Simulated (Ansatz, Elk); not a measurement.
## KZn6Ge: X-ray structure factors from the self-consistent density

The structure of KZn6Ge used here is made up (a known structure type with other elements) and was relaxed beforehand with PBEsol. The aim is the Fourier transform of its all-electron density, F(hkl), set beside the sum over free spherical atoms that refinements use.

Method: DFT, PBE, all-electron APW+lo, Dirac cores, scalar-relativistic bands, static density, no spin, in Elk 11.2.3 (patched build).

The structure was built from a prototype and need not be the compound's stable phase.

## 1. The starting structure

Symmetry: Fm-3m, No. 225, cubic system. The conventional cell has a = 8.399 Å, b = 8.399 Å, c = 8.399 Å, α = 90.00°, β = 90.00°, γ = 90.00°. Nearest to Ge lie 12 Zn at 2.97 Å. Nearest to Zn lie 8 Zn at 2.97 Å and 2 K at 2.97 Å and 2 Ge at 2.97 Å. Nearest to K lie 12 Zn at 2.97 Å. Farther neighbours are not listed.

## 2. Ground state and structure factors

An all-electron density is needed, since X-rays see the cores too. Task 0 finds the density and task 195 Fourier-transforms it; tshift is off so that phases refer to the origin typed.

The input, elk.in:

```
tasks
  0
  195

xctype
  20

spinpol
  .false.

rgkmax
  7.0

gmaxvr
  14.0

lmaxo
  7

lmaxapw
  8

swidth
  0.002

tshift
  .false.

ramdisk
  .false.

hmaxvr
  5.5

maxscl
  120

epspot
  1e-06

sppath
  './'

avec
  0.00000000000 7.93634033290 7.93634033290
  7.93634033290 0.00000000000 7.93634033290
  7.93634033290 7.93634033290 0.00000000000

atoms
  3
  'Ge.in'
  1
  -0.0000000000 0.0000000000 0.0000000000   0.000000 0.000000 0.000000
  'Zn.in'
  6
  0.5000000000 0.0000000000 0.5000000000   0.000000 0.000000 0.000000
  0.0000000000 0.5000000000 0.0000000000   0.000000 0.000000 0.000000
  0.0000000000 0.0000000000 0.5000000000   0.000000 0.000000 0.000000
  0.0000000000 0.5000000000 0.5000000000   0.000000 0.000000 0.000000
  0.5000000000 0.5000000000 0.0000000000   0.000000 0.000000 0.000000
  0.5000000000 0.0000000000 0.0000000000   0.000000 0.000000 0.000000
  'K.in'
  1
  0.5000000000 0.5000000000 0.5000000000   0.000000 0.000000 0.000000

ngridk
  5 5 5
```

Run with:

```bash
$ OMP_NUM_THREADS=4 elk
```

Numbers of over 12 decimals in the logs are rounded to 6 here.

What it wrote:

```text
┌─────────────────────────┐
│ Elk code version 11.2.3 │
└─────────────────────────┘

All units are atomic (Hartree, Bohr, etc.)

┌─────────────────────────────────────────────────┐
│ Ground-state run starting from atomic densities │
└─────────────────────────────────────────────────┘

Lattice vectors :
   0.000000000       7.936340333       7.936340333
   7.936340333       0.000000000       7.936340333
   7.936340333       7.936340333       0.000000000

Reciprocal lattice vectors :
 -0.3958490339      0.3958490339      0.3958490339
  0.3958490339     -0.3958490339      0.3958490339
  0.3958490339      0.3958490339     -0.3958490339

Unit cell volume      :    999.7486944
Brillouin zone volume :   0.2481125655

Muffin-tin inner radius fraction :   0.1000000000E-01

Nuclei treated as point charges

Species : 1 (Ge)
 parameters loaded from : Ge.in
 name : germanium
 nuclear charge    :   -32.00000000
 electronic charge :    32.00000000
 atomic mass :    132414.6196
 muffin-tin radius :    2.400000000
 number of radial points in muffin-tin :    993
 inner part over the whole radius :   0.9906635991E-02
 number on inner part of muffin-tin    :    702
 approximate nuclear radius :   0.7637961215E-04
 number of mesh points to nuclear radius :    340
 atomic positions (lattice), magnetic fields (Cartesian) :
  1 :   0.00000000  0.00000000  0.00000000    0.00000000  0.00000000  0.00000000

Species : 2 (Zn)
 parameters loaded from : Zn.in
 name : zinc
 nuclear charge    :   -30.00000000
 electronic charge :    30.00000000
 atomic mass :    119233.3130
 muffin-tin radius :    2.400000000
 number of radial points in muffin-tin :    993
 inner part over the whole radius :   0.9843840322E-02
 number on inner part of muffin-tin    :    701
 approximate nuclear radius :   0.7484757725E-04
 number of mesh points to nuclear radius :    337
 atomic positions (lattice), magnetic fields (Cartesian) :
  1 :   0.50000000  0.00000000  0.50000000    0.00000000  0.00000000  0.00000000
  2 :   0.00000000  0.50000000  0.00000000    0.00000000  0.00000000  0.00000000
  3 :   0.00000000  0.00000000  0.50000000    0.00000000  0.00000000  0.00000000
  4 :   0.00000000  0.50000000  0.50000000    0.00000000  0.00000000  0.00000000
  5 :   0.50000000  0.50000000  0.00000000    0.00000000  0.00000000  0.00000000
  6 :   0.50000000  0.00000000  0.00000000    0.00000000  0.00000000  0.00000000

Species : 3 (K)
 parameters loaded from : K.in
 name : potassium
 nuclear charge    :   -19.00000000
 electronic charge :    19.00000000
 atomic mass :    71271.84090
 muffin-tin radius :    2.400000000
 number of radial points in muffin-tin :    993
 inner part over the whole radius :   0.9891652203E-02
 number on inner part of muffin-tin    :    697
 approximate nuclear radius :   0.6514746337E-04
 number of mesh points to nuclear radius :    319
 atomic positions (lattice), magnetic fields (Cartesian) :
  1 :   0.50000000  0.50000000  0.50000000    0.00000000  0.00000000  0.00000000

Total number of atoms per unit cell :    8
Total muffin-tin volume :    463.2466863
 ratio of muffin-tin to unit cell volume :   0.4633631321

Spin treatment :
 spin-unpolarised

Number of Bravais lattice symmetries :   48
Number of crystal symmetries         :   48
Crystal has inversion symmetry
Real symmetric eigensolver will be used

k-point grid :      5     5     5
k-point offset :    0.000000000       0.000000000       0.000000000
k-point set is reduced with full crystal symmetry group
Total number of k-points :       10

Muffin-tin radius times maximum |G+k| :    7.000000000
 using average radius
Maximum |G+k| for APW functions       :    2.916666667
Maximum (1/2)|G+k|²                   :    4.253472222
Maximum |G| for potential and density :    14.00000000
Constant for pseudocharge density :    8
 order of it for each species :   15  15  15
 order of it for pair densities of each species (exact exchange by exxq0 0: 16) :   10  10  10
Radial integration step length :    1

[...]
exchange                    :     -531.23578835099
 correlation                 :     -11.011724360156
 electron entropic           :    -0.21891866027178E-02
 total energy                :     -13478.973861510

Density of states at Fermi energy :    177.3124585
 (states/Hartree/unit cell)

Estimated indirect band gap :   0.2593286657E-02
 from k-point 9 to k-point 6
Estimated direct band gap   :   0.4477673664E-02
 at k-point 9

Charges :
 core                        :    100.0000000
 valence                     :    131.0000000
 interstitial                :    10.40215321
 muffin-tins (core leakage)
  species : 1 (Ge)
[...]
species : 2 (Zn)
[...]
species : 3 (K)
[...]
total in muffin-tins        :    220.5978468
 total calculated charge     :    230.9988334
 total charge                :    231.0000000
 error                       :   0.1166600550E-02

RMS change in Kohn-Sham potential (target) :   0.2082683403     (  0.1000000000E-05)
Absolute change in total energy (target)   :   0.2825081648     (  0.1000000000E-03)

[... loops 3 to 14 left out ...]

┌──────────────────┐
│ Loop number : 15 │
└──────────────────┘

Energies :
 Fermi                       :     0.195819
 sum of occupied eigenvalues :     -7732.1376139781
 electron kinetic            :      13724.119634044
 core electron kinetic       :      12251.507677987
 Coulomb                     :     -26658.759553202
 Coulomb potential           :     -20750.327388485
 nuclear-nuclear             :     -1940.2999289465
 electron-nuclear            :     -28737.630220039
 Hartree                     :      4019.1705957834
 Madelung                    :     -16283.595858960
 xc potential                :     -705.92985953730
 exchange                    :     -532.11033497913
 correlation                 :     -11.015610850534
 electron entropic           :    -0.20263735595033E-02
 total energy                :     -13477.767891361

Density of states at Fermi energy :    160.4206562
 (states/Hartree/unit cell)

Estimated indirect band gap :   0.5878270514E-02
 from k-point 9 to k-point 8
Estimated direct band gap   :   0.9671389685E-02
 at k-point 9

Charges :
 core                        :    100.0000000
 valence                     :    131.0000000
 interstitial                :    9.998995378
 muffin-tins (core leakage)
  species : 1 (Ge)
[...]
species : 2 (Zn)
[...]
species : 3 (K)
[...]
total in muffin-tins        :    221.0010046
 total calculated charge     :    230.9988811
 total charge                :    231.0000000
 error                       :   0.1118869049E-02

RMS change in Kohn-Sham potential (target) :   0.4166838578E-07 (  0.1000000000E-05)
Absolute change in total energy (target)   :   0.5920509102E-04 (  0.1000000000E-03)

Convergence targets achieved

┌──────────────────┐
│ Loop number : 16 │
└──────────────────┘

Energies :
 Fermi                       :     0.195819
 sum of occupied eigenvalues :     -7732.1376085486
 electron kinetic            :      13724.119637953
 core electron kinetic       :      12251.507680173
 Coulomb                     :     -26658.759554137
 Coulomb potential           :     -20750.327388867
 nuclear-nuclear             :     -1940.2999289465
 electron-nuclear            :     -28737.630221329
 Hartree                     :      4019.1705961390
 Madelung                    :     -16283.595859704
 xc potential                :     -705.92985763462
 exchange                    :     -532.11033500574
 correlation                 :     -11.015610829666
 electron entropic           :    -0.20263730738555E-02
 total energy                :     -13477.767888393

Density of states at Fermi energy :    160.4206114
 (states/Hartree/unit cell)

Estimated indirect band gap :   0.5878269993E-02
 from k-point 9 to k-point 8
Estimated direct band gap   :   0.9671396742E-02
 at k-point 9

Charges :
 core                        :    100.0000000
 valence                     :    131.0000000
 interstitial                :    9.998994888
 muffin-tins (core leakage)
  species : 1 (Ge)
[...]
species : 2 (Zn)
[...]
atom 5                    :    28.82206747     (  0.7999470749E-04)
   atom 6                    :    28.82206747     (  0.7999470749E-04)
  species : 3 (K)
   atom 1                    :    17.75610858     ( -0.1000169743E-06)
 total in muffin-tins        :    221.0010051
 total calculated charge     :    230.9988811
 total charge                :    231.0000000
 error                       :   0.1118869139E-02

┌──────────────────────────────┐
│ Self-consistent loop stopped │
└──────────────────────────────┘

Warning : core states of species 1 leak from the muffin-tin :   0.3281252475E-03

Wrote STATE.OUT
```

Elapsed: 53 s, on 4 threads of Arm Neoverse V1, shared host; peak memory 0.3 GiB.

SFACRHO.OUT:

```text

h k l indices transformed by vhmat matrix:
   1.000000000       0.000000000       0.000000000    
   0.000000000       1.000000000       0.000000000    
   0.000000000       0.000000000       1.000000000    

      h      k      l  multipl.   |H|            Re(F)            Im(F)           |F|

      0      0      0      1   0.0000000       231.00000     -0.83852375E-16   231.00000    
      0      1      0      8  0.68563064       12.758804     -0.21971141E-14   12.758804    
      1      0      1      6  0.79169807      -9.4469465      0.27798760E-14   9.4469465    
     -2     -1     -1     12   1.1196301      -9.2221697     -0.17968277E-13   9.2221697    
      1      0      2     24   1.3128827       11.811780      0.66456405E-14   11.811780    
      0     -2      0      8   1.3712613       182.11463     -0.19884794E-13   182.11463    
      0     -2     -2      6   1.5833961       172.99929      0.39444253E-13   172.99929    
      2     -1      0     24   1.7254659       11.325013      0.18681377E-13   11.325013    
     -2     -1      1     24   1.7702907      -8.4019131      0.14158209E-14   8.4019131    
      1      1     -2     24   1.9392563      -8.1533141     -0.13245762E-13   8.1533141    
      3      0      0      8   2.0568919       10.981910      0.16408736E-13   10.981910    
     -3     -2      0     24   2.0568919       10.967387     -0.22851833E-13   10.967387    
      2     -2      0     12   2.2392603       147.23469     -0.31063308E-13   147.23469    
      1     -1      3     48   2.3418745       10.543429      0.32234503E-13   10.543429    
     -1     -1     -4     24   2.3750942      -7.3268366     -0.64846275E-14   7.3268366    
      0     -3     -3      6   2.3750942      -7.3190295     -0.63703248E-14   7.3190295    
     -1     -4     -3     24   2.5035691      -7.0291910     -0.16601719E-13   7.0291910    
      0     -4     -1     24   2.5957557       10.056538     -0.25121504E-14   10.056538
```

Elk indexes on the primitive cell of elk.in and gives |H| = 4π sin θ/λ in inverse bohr. Below, one row stands for each form hkl of the conventional cell (m members, Friedel mates merged), F is for one primitive cell and the density is static (no thermal factor). Free-atom factors are Waasmaier and Kirfel's, and R is Σm||F|−|F'||/Σm|F|.

```
hkl   m  sin θ/λ (Å⁻¹)  abs F, DFT  neutral atoms   diff.
111   8          0.103      12.759         12.782  -0.023
200   6          0.119       9.447          9.579  -0.133
220  12          0.168       9.222          9.426  -0.204
311  24          0.197      11.812         11.849  -0.037
222   8          0.206     182.115        183.196  -1.081
400   6          0.238     172.999        174.268  -1.269
331  24          0.260      11.325         11.476  -0.151
420  24          0.266       8.402          8.737  -0.335
422  24          0.292       8.153          8.438  -0.284
333   8          0.309      10.982         11.088  -0.106
511  24          0.309      10.967         11.088  -0.121
440  12          0.337     147.235        147.968  -0.733
531  48          0.352      10.543         10.626  -0.082
442  24          0.357       7.327          7.466  -0.139
```

## 3. The highest occupied states alone

An energy window below the Fermi level keeps the highest occupied states, to see at which angles they scatter; shallow core shells can lie inside it and anion s states outside. No new self-consistency is needed.

Changes to elk.in since step 2:

```diff
@@ -1,3 +1,2 @@
 tasks
-  0
   195
@@ -40,2 +39,5 @@
 
+wsfac
+  -0.355420 0.495820
+
 sppath
```

Run with:

```bash
$ OMP_NUM_THREADS=4 elk
```

What it wrote:

```text
┌─────────────────────────────────┐
│ Elk code version 11.2.3 started │
└─────────────────────────────────┘

Info(readinput): the functional depends on the density's gradient
 muffin-tin radial points multiplied by    2.00000
 (not where nrmtscf is given)

┌────────────────────┐
│ Current task : 195 │
└────────────────────┘

Info(sfacrho): density structure factors written to SFACRHO.OUT

 Energy window :  -0.3554200000      0.4958200000

┌──────────────────┐
│ Elk code stopped │
└──────────────────┘
```

It took 24 s on 4 threads; peak memory 0.23 GiB; 27 s of CPU time.

States within 15 eV below the Fermi level hold 83.00 electrons; any levels below the window count with the cores. Their amplitudes can exceed the total, where window and core parts have opposite phase:

```
hkl  sin θ/λ (Å⁻¹)  abs F, window  abs F, all
111          0.103          2.766      12.759
200          0.119         12.860       9.447
220          0.168         12.148       9.222
311          0.197          2.511      11.812
222          0.206         47.308     182.115
400          0.238         42.015     172.999
331          0.260          1.892      11.325
420          0.266         10.280       8.402
422          0.292          9.780       8.153
333          0.309          1.228      10.982
```

## 4. Another functional

The difference from free atoms is small, so it is set against the change that PBEsol makes.

Changes to elk.in since step 3:

```diff
@@ -1,2 +1,3 @@
 tasks
+  0
   195
@@ -4,3 +5,3 @@
 xctype
-  20
+  22
 
@@ -39,5 +40,2 @@
 
-wsfac
-  -0.355420 0.495820
-
 sppath
```

Run with:

```bash
$ OMP_NUM_THREADS=4 elk
```

What it wrote:

```text
┌─────────────────────────┐
│ Elk code version 11.2.3 │
└─────────────────────────┘

All units are atomic (Hartree, Bohr, etc.)

┌─────────────────────────────────────────────────┐
│ Ground-state run starting from atomic densities │
└─────────────────────────────────────────────────┘

Lattice vectors :
   0.000000000       7.936340333       7.936340333
   7.936340333       0.000000000       7.936340333
   7.936340333       7.936340333       0.000000000

Reciprocal lattice vectors :
 -0.3958490339      0.3958490339      0.3958490339
[...]
species : 1 (Ge)
[...]
species : 2 (Zn)
[...]
atom 6                    :    28.82026980     (  0.8163057821E-04)
  species : 3 (K)
   atom 1                    :    17.74909512     ( -0.9872660200E-07)
 total in muffin-tins        :    220.9812134
 total calculated charge     :    230.9988685
 total charge                :    231.0000000
 error                       :   0.1131544569E-02

┌──────────────────────────────┐
│ Self-consistent loop stopped │
└──────────────────────────────┘

Warning : core states of species 1 leak from the muffin-tin :   0.3327245281E-03

Wrote STATE.OUT
[key lines of the parts left out:]
total energy                :     -13467.029504743
```

Elapsed: 52 s, on 4 threads; peak memory 0.3 GiB.

Against the first run R = 0.03 %; the largest change is -0.050 at 222.

## 5. Basis size

The basis and the expansions that go with it are enlarged, to see whether the differences are converged.

Changes to elk.in since step 4:

```diff
@@ -5,3 +5,3 @@
 xctype
-  22
+  20
 
@@ -11,12 +11,12 @@
 rgkmax
-  7.0
+  8.5
 
 gmaxvr
-  14.0
+  18.0
 
 lmaxo
-  7
+  9
 
 lmaxapw
-  8
+  10
```

Run with:

```bash
$ OMP_NUM_THREADS=4 elk
```

What it wrote:

```text
┌─────────────────────────┐
│ Elk code version 11.2.3 │
└─────────────────────────┘

All units are atomic (Hartree, Bohr, etc.)

┌─────────────────────────────────────────────────┐
│ Ground-state run starting from atomic densities │
└─────────────────────────────────────────────────┘

Lattice vectors :
   0.000000000       7.936340333       7.936340333
   7.936340333       0.000000000       7.936340333
   7.936340333       7.936340333       0.000000000

Reciprocal lattice vectors :
 -0.3958490339      0.3958490339      0.3958490339
[...]
species : 1 (Ge)
[...]
species : 2 (Zn)
[...]
atom 6                    :    28.82939389     (  0.7999537184E-04)
  species : 3 (K)
   atom 1                    :    17.75888071     ( -0.9995069838E-07)
 total in muffin-tins        :    221.0523034
 total calculated charge     :    230.9992043
 total charge                :    231.0000000
 error                       :   0.7956612226E-03

┌──────────────────────────────┐
│ Self-consistent loop stopped │
└──────────────────────────────┘

Warning : core states of species 1 leak from the muffin-tin :   0.3278722763E-03

Wrote STATE.OUT
[key lines of the parts left out:]
total energy                :     -13477.810028727
```

The job ended after 2.3 min (4 threads; peak memory 0.65 GiB; 5.3 min of CPU time).

Against the first run R = 0.01 %; the largest change is -0.022 at 444.

## 6. Settings against the effect

```
                              run  R against the first run (%)  R against neutral atoms, low angle (%)  wall time
                    PBE, rgkmax 7                         0.00                                    1.05       53 s
                           PBEsol                         0.03                                    1.06       52 s
rgkmax 8.5 with larger expansions                         0.01                                    1.05    2.3 min
```

## 7. Summary of results

```
R against neutral atoms, sin θ/λ < 0.3 Å⁻¹ : 1.05 %
R against neutral atoms, 0.3 to 0.82 Å⁻¹   : 0.41 %
```

Independent neutral atoms miss the calculated amplitudes by R = 1.05 % below 0.3 Å⁻¹ and 0.41 % from there to 0.82 Å⁻¹; by shells, 0.62 % below 0.15 Å⁻¹ (2 forms), 1.07 % 0.15 to 0.3 (7 forms), 0.50 % 0.3 to 0.45 (14 forms), 0.39 % above 0.45 (76 forms). Bonding, aspherical density and the tables' own atoms all enter these figures, and the runs don't part them. The largest change of an amplitude is -1.27 electrons, at 400. The window's part falls from 83.0 electrons at the origin to at most 16.88 between 0.45 and 0.82 Å⁻¹, where compact states inside the window still scatter. The window holds more than the 77 outer electrons of the free atoms, so shallow core shells lie inside it. Below 0.3 Å⁻¹ the changes that finished (PBEsol and rgkmax 8.5 with larger expansions) move F by R = 0.03 % at most, against the 1.05 % that separates it from free atoms. The k-mesh has no finished test. Part of the difference isn't bonding: the tables are fits to free atoms and ions calculated by other methods than this functional. Thermal motion, anomalous dispersion and extinction are left out.

[Logs are printed without paths, hosts, clocks, repeated set-up lines and the standing remarks that a program may print on its own settings, such as how far it seeks lower states.]

[Hosts, paths, dates, database ids (printed as entryN), source tags and the programs' standing remarks are cut or masked in the printed files.]
